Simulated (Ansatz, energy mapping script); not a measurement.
# MnS: J from the energies of magnetic orders, part 3 of 3

How strongly do the moments of MnS couple under PBE+U with a computed U? The plan is to run several orders and fit a Heisenberg model.

PBE with U on Mn d by linear response, ortho-atomic projectors; plane waves, U on orthogonalised atomic orbitals unless named otherwise, collinear spin, no spin–orbit coupling.

So far. Step 11 (Order 8: uncompensated ++−, cell D of 6 atoms): The run ends ferrimagnetic, 35.98 meV a magnetic atom below the parallel order of its cell. Step 12 (Run 9 (parallel; cell E, 6 atoms)): The run ends ferromagnetic. For each magnetic atom its energy differs from the parallel run of the first cell by 0.22 meV, an error that one common reference would have brought in.

The database entry behind the starting cell differs from later determinations by our own check (an axis about 0.2 % short against later determinations), so it need not match the best structure at ambient conditions.

**13. Order 10: uncompensated ++−, cell E of 6 atoms**

Level of this step: PBE with U = 4.44 eV on Mn d, ortho-atomic projectors (Ansatz).

This order reverses 5.33 of the 12 neighbours at 3.68 Å, 1.33 of the 6 neighbours at 5.21 Å and 16 of the 24 neighbours at 6.38 Å, counted for an average magnetic atom.

Contents of input.yaml:

```yaml
crystal:
  lattice:
    - [0.0, 2.6045, 2.6045]
    - [0.0, 2.6045, -2.6045]
    - [-7.8135, -2.6045, 0.0]
  atoms:
    - { symbol: Mn, position: [0.0, 0.0, 0.0], spin: 4.5 }
    - { symbol: Mn, position: [0.333333333, 0.333333333, 0.666666667], spin: 4.5 }
    - { symbol: Mn, position: [0.666666667, 0.666666667, 0.333333333], spin: -4.5 }
    - { symbol: S, position: [0.833333333, 0.833333333, 0.666666667] }
    - { symbol: S, position: [0.166666667, 0.166666667, 0.333333333] }
    - { symbol: S, position: [0.5, 0.5, 0.0] }
magnetization:
  spin_polarized: true
kpoints:
  mp_grid: { grid: [7, 7, 7] }
hamiltonian:
  xc: pbe
  hubbard:
    sites:
      - { species: Mn, l: d, u_eff: 4.44 }
      - { site: 0, l: d, u_eff: 4.44, starting_ns: [{ spin: up, occupation_matrix: mn1_major }, { spin: down, occupation_matrix: mn1_minor }] }
      - { site: 1, l: d, u_eff: 4.44, starting_ns: [{ spin: up, occupation_matrix: mn1_major }, { spin: down, occupation_matrix: mn1_minor }] }
      - { site: 2, l: d, u_eff: 4.44, starting_ns: [{ spin: up, occupation_matrix: mn1_minor }, { spin: down, occupation_matrix: mn1_major }] }
    projectors: ortho-atomic
    occupation_matrices:
      mn1_major:
        matrix:
          - [0.993, 0.0, 0.0, 0.0, 0.0]
          - [0.0, 0.998, 0.0, 0.0, 0.0]
          - [0.0, 0.0, 0.998, 0.0, 0.0]
          - [0.0, 0.0, 0.0, 0.993, 0.0]
          - [0.0, 0.0, 0.0, 0.0, 0.998]
      mn1_minor:
        matrix:
          - [0.105, 0.0, 0.0, 0.0, 0.0]
          - [0.0, 0.024, 0.0, 0.0, 0.0]
          - [0.0, 0.0, 0.024, 0.0, 0.0]
          - [0.0, 0.0, 0.0, 0.105, 0.0]
          - [0.0, 0.0, 0.0, 0.0, 0.024]
scf:
  occupations: { method: fermi_dirac, width: 0.05 }
output:
  eigenvalues: true
```

Launch:

```
$ ansatz run input.yaml --threads 4 --pin off --max-ram 8192MiB --backend cpu --events-out ev --progress --plain --runs-dir out
```

Numbers of over 12 decimals in the logs are rounded to 6 here.

Log:

```text
[...]
Crystal: 6 atoms, lattice volume = 106.005 Å³
Basis set: ecut = 420 eV, 2087 PW (Γ)
Bands: 46, of which v1, the nominal top of the filled ones, is band 32 counted from 1 (31 counted from 0)
Symmetry: 16 space group operations
[...]
k-points: 40 of 343
[...]
Starting moments: Σ|m| = 13.5 μB on 3 of 6 sites
[...]
k-point 1 ↑: bands = [... 28 lower, 7.3510, 7.8703, 7.8703, 8.6420, 8.7402, 8.7402, 11.8128, 11.9677, ... 10 higher]
  k-point 2 ↑: bands = [... 28 lower, 7.4227, 8.0730, 8.0730, 8.3537, 8.6618, 8.6618, 11.6061, 11.8130, ... 10 higher]
  k-point 39 ↓: bands = [... 28 lower, 7.6955, 11.8936, 11.9710, 12.4664, 12.7939, 12.7955, 13.2875, 13.3391, ... 10 higher]
Occupation matrices written to <dir>
[key lines of the parts left out:]
SCF converged after 12 iterations
Magnetization: 5.0000 μB (34.0000 up, 29.0000 down)
Free energy (F): -14403.074472 eV
Fermi energy:    10.775154 eV
```

The job ended after 7.8 s (4 threads of Arm Neoverse V1, shared host; peak memory 0.66 GiB; 30 s of CPU time).

The run ends ferrimagnetic, 25.49 meV a magnetic atom below the parallel order of its cell.

**14. From energies to couplings**

Each energy difference is a sum of couplings weighted by the pairs that the order reverses. A few near shells are fitted to the differences by least squares. Energies are those extrapolated to zero occupation width, not the free energies F.

The orders that converged (zero: parallel moments in the same cell):

| order | atoms | energy (meV a magnetic atom) | moments (μB) | moments kept as typed | opposed neighbours at 3.68, 5.21, 6.38 Å |
| --- | --- | --- | --- | --- | --- |
| parallel in cell A | 4 | 0.00 | 4.51 | yes | 0, 0, 0 |
| compensated +− in cell A | 4 | -51.46 | 4.44 | yes | 6, 6, 12 |
| parallel in cell B | 4 | 0.00 | 4.51 | yes | 0, 0, 0 |
| compensated +− in cell B | 4 | -19.09 | 4.49 | yes | 8, 0, 16 |
| parallel in cell C | 6 | 0.00 | 4.51 | yes | 0, 0, 0 |
| uncompensated ++− in cell C | 6 | -40.03 | 4.43 to 4.47 | yes | 4, 4, 12 |
| parallel in cell D | 6 | 0.00 | 4.51 | yes | 0, 0, 0 |
| uncompensated ++− in cell D | 6 | -35.98 | 4.44 to 4.48 | yes | 6.67, 2.67, 8 |
| parallel in cell E | 6 | 0.00 | 4.51 | yes | 0, 0, 0 |
| uncompensated ++− in cell E | 6 | -25.49 | 4.47 to 4.49 | yes | 5.33, 1.33, 16 |

Fitted to E = −Σ J e·e over ordered pairs of unit vectors (J > 0 favours parallel moments):

| pair | distance (Å) | neighbours | J (meV) |
| --- | --- | --- | --- |
| Mn–Mn | 3.68 | 12 | -0.885 |
| Mn–Mn | 5.21 | 6 | -3.17 |
| Mn–Mn | 6.38 | 24 | -0.140 |
| Mn–Mn | 7.37 | 12 | -0.376 |

Adding the shell at 8.24 Å gives -0.76, -3.1, -0.12, -0.40 and -0.098 meV and a mean-field temperature of 106 K, an exact solve that tests nothing.

In mean field these couplings order at 112 K, at q = (0.50, 0.50, 0.50) in fractions of the conventional cell's reciprocal vectors, and give a Curie–Weiss temperature of -290 K.

**15. Finite temperature**

Mean field ignores fluctuations and overstates the ordering temperature, so the model is also sampled. The heat capacity peaks where order sets in.

Classical unit spins with these couplings on 8×8×4 copies of a cell that holds the lowest order (512 spins), heat-bath sweeps, cooled from random directions, 831 sweeps to settle and 2493 measured at each temperature, averaged over 4 runs.

| T (K) | order along the lowest pattern | net moment | heat capacity (k_B a spin) |
| --- | --- | --- | --- |
| 13.5 | 0.45 | 0.01 | 1.06 |
| 23.1 | 0.46 | 0.01 | 1.08 |
| 37.4 | 0.42 | 0.01 | 1.19 |
| 47.0 | 0.33 | 0.01 | 1.28 |
| 56.6 | 0.30 | 0.01 | 1.48 |
| 66.2 | 0.26 | 0.02 | 1.83 |
| 71.0 | 0.22 | 0.02 | 1.84 |
| 80.5 | 0.15 | 0.02 | 1.14 |
| 90.1 | 0.12 | 0.02 | 0.70 |
| 99.7 | 0.10 | 0.02 | 0.50 |
| 114 | 0.08 | 0.02 | 0.35 |
| 124 | 0.08 | 0.02 | 0.29 |

The smoothed heat capacity peaks at 66.6 K. The order column follows one pattern alone; equivalent domains or another pattern share the rest.

**16. Against another level**

The first set of orders, under PBE+U (4 eV), took 4.2 min of CPU time summed over its finished orders (seed run apart), these 4 min, beside 18 min for the response run.

| quantity | this set | first set |
| --- | --- | --- |
| J at 3.68 Å, meV | -0.885 | -1.01 |
| J at 5.21 Å, meV | -3.17 | -3.72 |
| J at 6.38 Å, meV | -0.140 | -0.154 |
| J at 7.37 Å, meV | -0.376 | -0.419 |
| ordering temperature, mean field, K | 112 | 134 |
| heat-capacity peak, Monte Carlo, K | 66.6 | 80.1 |

The coupling that led in the first set goes from -3.72 to -3.17 meV.

**17. Summary of results**

```yaml
lowest_order_tried: compensated +− in cell A
largest_fitted_value_mn_mn_at_5p21_a: -3.17 meV
ordering_temperature_mean_field: 112 K
heat_capacity_peak_monte_carlo: 66.6 K
```

**Reading.** Of the orders tried, MnS prefers the order “compensated +− in cell A” under PBE+U (4.44 eV, computed), with 6 of 12 neighbours at 3.68 Å, 6 of 6 neighbours at 5.21 Å and 12 of 24 neighbours at 6.38 Å opposed, and the heat capacity of the fitted model peaks near 67 K (Monte Carlo, classical spins). The coupling at 5.21 Å is 0.85 times that of the first set, at 5.1 times the CPU time. The largest fitted coupling is the Mn–Mn pair at 5.21 Å, antiferromagnetic at -3.2 meV, across a ligand at about 180°. The straight metal–ligand–metal path outweighs the right-angled one, the pattern expected of superexchange through one ligand p orbital, which these runs do not test. The orders also reverse pairs at 8.24 Å, which are not fitted, so the fitted values hold their part too. With 5 differences for 4 couplings the fit misses by 1.2 meV at most, a small part of the spread. In the fitted orders moments change by up to 1.9 % against the parallel run of the same cell, so their size stays put. Monte Carlo puts the peak at 0.59 of the mean-field temperature, since mean field leaves out fluctuations. In tests on simple cubic and body-centred models such peaks lay 5 to 6 % under the bulk value. On cooling, the order along the one computed pattern stays at or under 0.46: the model settles in an equivalent domain, a degenerate mixture or another order. The Curie–Weiss temperature is 4.4 times the peak temperature in size, a mark of frustration. The parallel order holds 5 μB a magnetic atom, spin 2.5; the common factor (S+1)/S would raise the classical 66.6 K to 93.2 K, a correction that often overshoots. The classical value and the one scaled by (S+1)/S differ by a factor of 1.4, so closeness of either to the measured temperature is partly a matter of convention.

Comparison with the measured values:

| quantity | measured | PBE+U (4.44 eV, computed), Monte Carlo | PBE+U (4.44 eV, computed), Monte Carlo × (S+1)/S |
| --- | --- | --- | --- |
| ordering temperature (spin model) (K) | 150 | 67 (-55.6 %) | 93 (-37.8 %) |

Measured values from arxiv:1108.4537 (2011).

**Verdict.** For the ordering temperature, of the levels listed nearest comes PBE+U (4.44 eV, computed), Monte Carlo × (S+1)/S (-37.8 %, a clear miss) and farthest PBE+U (4.44 eV, computed), Monte Carlo (-55.6 %, a clear miss). A U picked for its result is no test. No cell relaxation is part of this session.

[Logs and program files are shortened in this print: banners, set-up blocks, solver, clock and traceback lines can be left out without a mark of their own.]

[Logs are printed without paths, hosts, clocks, repeated set-up lines and the standing remarks that a program may print on its own settings, such as how far it seeks lower states.]

[Hosts, paths, dates, database ids (printed as entryN), source tags and the programs' standing remarks are cut or masked in the printed files.]

[Where a cell is said to come from a database of computed structures, the database is the Materials Project.]
